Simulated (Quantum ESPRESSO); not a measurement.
# B K ELNES/XANES of BAs (F-43m) from DFT, part 2 of 3

Aim: the near-edge shape at the B K edge of BAs (F-43m), and what the core hole does to it.

Quantum ESPRESSO 7.5; X-ray absorption near-edge structure, plane-wave PAW PBE, one-electron final states by a Lanczos continued fraction.

So far. Step 2 (Ground state of the crystal): The mesh shows a gap of 1.17 eV, so the hole is first treated in a charged cell, without the excited electron. Step 3 (Spectrum without a core hole, B atom 2): Main maxima below 24 eV (height): 2.8 eV (1.24), 4.8 eV (1.46), 6.2 eV (1.56), 8.1 eV (1.44), 9.2 eV (1.52), 11.0 eV (1.81) and 15.4 eV (1.33). A K edge sees empty p states on the absorber.

**6. The atom with a core hole**

Level of this step: all-electron atom with a core hole and its PAW potential, PBE, scalar-relativistic (Quantum ESPRESSO).

The frozen core must hold the hole, so the absorber gets a data set of its own.

The input, B.pbe-n-kjpaw-1sch.ld1.in:

```
&input
   title='B', zed=5., rel=1, iswitch=3, dft='PBE',
   config='1s1 2s2 2p1'
/
&inputp
   file_pseudopw='B.pbe-n-kjpaw-1sch.UPF', author='',
   lpaw=.true.,
   pseudotype=3,
   lloc=-1,
   rcloc=1.2,
   which_augfun='PSQ',
   rmatch_augfun_nc=.true.,
   nlcc=.true.,
   new_core_ps=.true.,
   rcore=0.9,
   tm=.true.,
   zval=4,
   lgipaw_reconstruction=.true., use_paw_as_gipaw=.true.
/
4
2S  1  0  2.00  0.00  1.00  1.20  0.0
2S  1  0  0.00  3.00  1.00  1.20  0.0
2P  2  1  1.00  0.00  1.00  1.40  0.0
2P  2  1  0.00  1.50  1.00  1.40  0.0
```

Started as:

```sh
> ld1.x < B.pbe-n-kjpaw-1sch.ld1.in > B.pbe-n-kjpaw-1sch.ld1.out
```

The log of the run:

```text
     [... banner and references ...]
PAW data will be used for GIPAW calculation
     --------------------------- All-electron run ----------------------------

     B
     scalar relativistic calculation

     atomic number is  5.00
     dft =PBE   lsd =0 sic =0 latt =0  beta=0.20 tr2=1.0E-14
     Exchange-correlation= PBE
                           (   1   4   3   4   0   0   0)
     mesh =1059 r(mesh) = 101.04461 a.u. xmin = -7.00 dx = 0.01250
     1 Ry =  13.60569312 eV, c = 137.03599908

     n l     nl                  e(Ry)          e(Ha)          e(eV)
     1 0     1S 1( 1.00)       -17.2398        -8.6199      -234.5589
     2 0     2S 1( 2.00)        -1.7450        -0.8725       -23.7422
     2 1     2P 1( 1.00)        -1.2992        -0.6496       -17.6766

     final scf error:  9.9E-15 reached in  22 iterations

     Etot =     -33.986705 Ry,     -16.993352 Ha,    -462.412672 eV

     Ekin =      33.847929 Ry,      16.923964 Ha,     460.524532 eV
     Encl =     -76.249618 Ry,     -38.124809 Ha,   -1037.428905 eV
     Eh   =      13.307689 Ry,       6.653844 Ha,     181.060327 eV
     Exc  =      -4.892704 Ry,      -2.446352 Ha,     -66.568626 eV

     normalization and overlap integrals

     s(1S/1S) =  1.000000  <r> =   0.3092  <r2> =    0.1288  r(max) =   0.2025
     s(1S/2S) = -0.000101
     s(2S/2S) =  1.000000  <r> =   1.5671  <r2> =    2.9165  r(max) =   1.2720
     s(2P/2P) =  1.000000  <r> =   1.4985  <r2> =    2.7995  r(max) =   1.1225

     ------------------------ End of All-electron run ------------------------

     --------------------- Generating PAW atomic setup --------------------

      Generating local potential from pseudized AE potential:
      Matching radius rcloc =   1.2000

[...]
(   1   4   3   4   0   0   0)
     mesh =1059 r(mesh) = 101.04461 a.u. xmin = -7.00 dx = 0.01250
     1 Ry =  13.60569312 eV, c = 137.03599908

     n l     nl                  e(Ry)          e(Ha)          e(eV)
[...]
final scf error:  9.9E-15 reached in  22 iterations

     Etot =     -33.986705 Ry,     -16.993352 Ha,    -462.412672 eV

     Ekin =      33.847929 Ry,      16.923964 Ha,     460.524532 eV
     Encl =     -76.249618 Ry,     -38.124809 Ha,   -1037.428905 eV
     Eh   =      13.307689 Ry,       6.653844 Ha,     181.060327 eV
     Exc  =      -4.892704 Ry,      -2.446352 Ha,     -66.568626 eV

     normalization and overlap integrals

     s(1S/1S) =  1.000000  <r> =   0.3092  <r2> =    0.1288  r(max) =   0.2025
     s(1S/2S) = -0.000101
     s(2S/2S) =  1.000000  <r> =   1.5671  <r2> =    2.9165  r(max) =   1.2720
     s(2P/2P) =  1.000000  <r> =   1.4985  <r2> =    2.7995  r(max) =   1.1225

     ------------------------ End of All-electron run ------------------------

     ---------------------- Testing the pseudopotential ----------------------

     B
     scalar relativistic calculation

     atomic number is  5.00   valence charge is  4.00
     dft = SLA  PW   PBX  PBC   lsd =0 sic =0 latt =0  beta=0.20 tr2=1.0E-14
     mesh =1059 r(mesh) = 101.04461 xmin = -7.00 dx = 0.01250

     n l     nl             e AE (Ry)        e PS (Ry)    De AE-PS (Ry)
     1 0     2S   1( 2.00)       -1.74502       -1.74503        0.00001
     2 1     2P   1( 1.00)       -1.29921       -1.29921        0.00001

     eps = 5.7E-15  iter =  3

     Etot =     -33.986705 Ry,     -16.993352 Ha,    -462.412672 eV
     Etotps =   -12.040305 Ry,      -6.020152 Ha,    -163.816689 eV

     Ekin =       9.819446 Ry,       4.909723 Ha,     133.600368 eV
     Encl =     -22.258225 Ry,     -11.129113 Ha,    -302.838585 eV
     Ehrt =       5.291177 Ry,       2.645588 Ha,      71.990126 eV
     Ecxc =      -4.892702 Ry,      -2.446351 Ha,     -66.568599 eV
     (Ecc =      -0.191856 Ry,      -0.095928 Ha,      -2.610328 eV)

     ---------------------- End of pseudopotential test ----------------------
```

Elapsed: 0.86 s, on 1 MPI rank of Intel Xeon 6975P-C (Granite Rapids), shared host; peak memory 0.12 GiB.

**7. Supercell with FCH, B atom 2**

The holes are 5.9 Å apart. The excited electron is left out and a uniform background balances the charge.

The input, scf.in:

```
&control
   calculation='scf', prefix='x', pseudo_dir='../pp', outdir='tmp', tprnfor=.true.
/
&system
   ibrav=0, nat=12, ntyp=3, nbnd=28
   ecutwfc=56, ecutrho=360
   occupations='fixed'
   tot_charge=1
/
&electrons
   conv_thr=1.2e-07, electron_maxstep=120
   mixing_beta=0.5
/
ATOMIC_SPECIES
As 1.0 As.pbe-n-kjpaw.UPF
B0 1.0 B.pbe-n-kjpaw-1sch.UPF
B 1.0 B.pbe-n-kjpaw.UPF
CELL_PARAMETERS angstrom
  -2.38850000 -2.38850000 -4.77700000
  -2.38850000 -2.38850000 4.77700000
  -2.38850000 4.77700000 2.38850000
ATOMIC_POSITIONS crystal
As   0.87500000 0.62500000 0.00000000
As   0.54166667 0.62500000 0.33333333
As   0.37500000 0.12500000 0.00000000
As   0.20833333 0.62500000 0.66666667
As   0.04166667 0.12500000 0.33333333
As   0.70833333 0.12500000 0.66666667
B0   0.00000000 0.00000000 0.00000000
B    0.66666667 0.00000000 0.33333333
B    0.50000000 0.50000000 0.00000000
B    0.33333333 0.00000000 0.66666667
B    0.16666667 0.50000000 0.33333333
B    0.83333333 0.50000000 0.66666667
K_POINTS automatic
4 3 4 0 0 0
```

Started as:

```sh
> OMP_NUM_THREADS=1 mpirun --oversubscribe --bind-to none -np 4 pw.x -nk 4 -in scf.in > scf.out
```

The log of the run:

```text
     [... banner and references ...]
[banner, memory and clock lines left out]
using ibrav=0 with symmetry is DISCOURAGED, use correct ibrav instead

     G-vector sticks info

     bravais-lattice index     =            0
     lattice parameter (alat)  =      11.0560  a.u.
     unit-cell volume          =    1103.4524 (a.u.)^3
     number of atoms/cell      =           12
     number of atomic types    =            3
     number of electrons       =        48.00
     number of Kohn-Sham states=           28
     kinetic-energy cutoff     =      56.0000  Ry
     charge density cutoff     =     360.0000  Ry
     scf convergence threshold =      1.2E-07
     mixing beta               =       0.5000
     number of iterations used =            8  plain     mixing
     Exchange-correlation= SLA  PW   PBX  PBC
                           (   1   4   3   4   0   0   0)

     celldm(1)=  11.056043  celldm(2)=   0.000000  celldm(3)=   0.000000
     celldm(4)=   0.000000  celldm(5)=   0.000000  celldm(6)=   0.000000

     crystal axes: (cart. coord. in units of alat)
               a(1) = (  -0.408248  -0.408248  -0.816497 )
               a(2) = (  -0.408248  -0.408248   0.816497 )
               a(3) = (  -0.408248   0.816497   0.408248 )

     reciprocal axes: (cart. coord. in units 2 pi/alat)
               b(1) = ( -1.020621 -0.204124 -0.612372 )
               b(2) = ( -0.612372 -0.612372  0.612372 )
               b(3) = ( -0.816497  0.816497  0.000000 )

     PseudoPot. #1 for As:     Pseudo is Projector augmented-wave + core cor, Zval =  5.0

     ../pp/B.pbe-n-kjpaw-1sch.UPF
     Pseudo is Projector augmented-wave + core cor, Zval =  4.0
     Shape of augmentation charge: PSQ
[...]
ethr =  1.99E-09,  avg # of iterations =  2.0

[...]
total energy              =   -1127.41469658 Ry
     estimated scf accuracy    <       0.00000023 Ry

     iteration # 12     ecut=    56.00 Ry     beta= 0.50
     Davidson diagonalization with overlap
     ethr =  4.78E-10,  avg # of iterations =  3.1

     negative rho (up, down):  5.167E-03 0.000E+00

     End of self-consistent calculation

          k =-0.0000 0.0000 0.0000 (  7779 PWs)   bands (ev):

    -6.8825  -3.9623  -3.1569  -3.1467  -3.1458  -2.6342  -0.6686   0.0324
     0.6757   0.7394   0.9251   2.2966   2.4553   3.2323   3.2828   4.3451
     4.8110   5.1851   5.7385   6.5069   6.5268   8.3587   8.4603   8.4743
    10.5278  11.0185  11.2737  11.6835

     [... bands of 16 further k-points ...]

     highest occupied, lowest unoccupied level (ev):     8.4743    9.8420

!    total energy              =   -1127.41469663 Ry
     total all-electron energy =    -27416.361989 Ry
     estimated scf accuracy    <       0.00000010 Ry

     The total energy is the sum of the following terms:
     one-electron contribution =      39.28538641 Ry
     hartree contribution      =       8.70309782 Ry
     xc contribution           =     -86.64263862 Ry
     ewald contribution        =    -123.81420665 Ry
     one-center paw contrib.   =    -964.94633558 Ry

     convergence has been achieved in  12 iterations

     negative rho (up, down):  5.167E-03 0.000E+00

     Forces acting on atoms (cartesian axes, Ry/au):

     atom    1 type  1   force =    -0.00442198   -0.00442198   -0.00034199
     atom    2 type  1   force =     0.00701597    0.00604968   -0.00421661
     atom    3 type  1   force =     0.00488468    0.00488468    0.01481219
[...]
atom   11 type  3   force =    -0.00570433   -0.01370561    0.00138622
     atom   12 type  3   force =    -0.01370561   -0.00570433    0.00138622

     Total force =     0.055766     Total SCF correction =     0.000391

     XML data file, charge density, pseudopotentials, collected wavefunctions
```

The job ended after 22 s (4 MPI ranks; peak memory 0.19 GiB; 87 s of CPU time).

Energy with the hole: -373018.608 eV, cores included.

(Continued in part 3 of 3.)

[Banner, clock and machine lines of the logs are left out without a mark of their own.]

[Logs are printed without paths, hosts, clocks, repeated set-up lines and the standing remarks that a program may print on its own settings, such as how far it seeks lower states.]

[Hosts, paths, dates, database ids (printed as entryN), source tags and the programs' standing remarks are cut or masked in the printed files.]

[Lists of maxima count a maximum above −3 eV only where it reaches 4 % of the highest in the window and stands out from its surroundings by 2 % of it (1.5 % where it reaches 55 %); shoulders and weaker maxima are passed over, and of the rest the first, up to two pre-edge ones and the few strongest are named.]
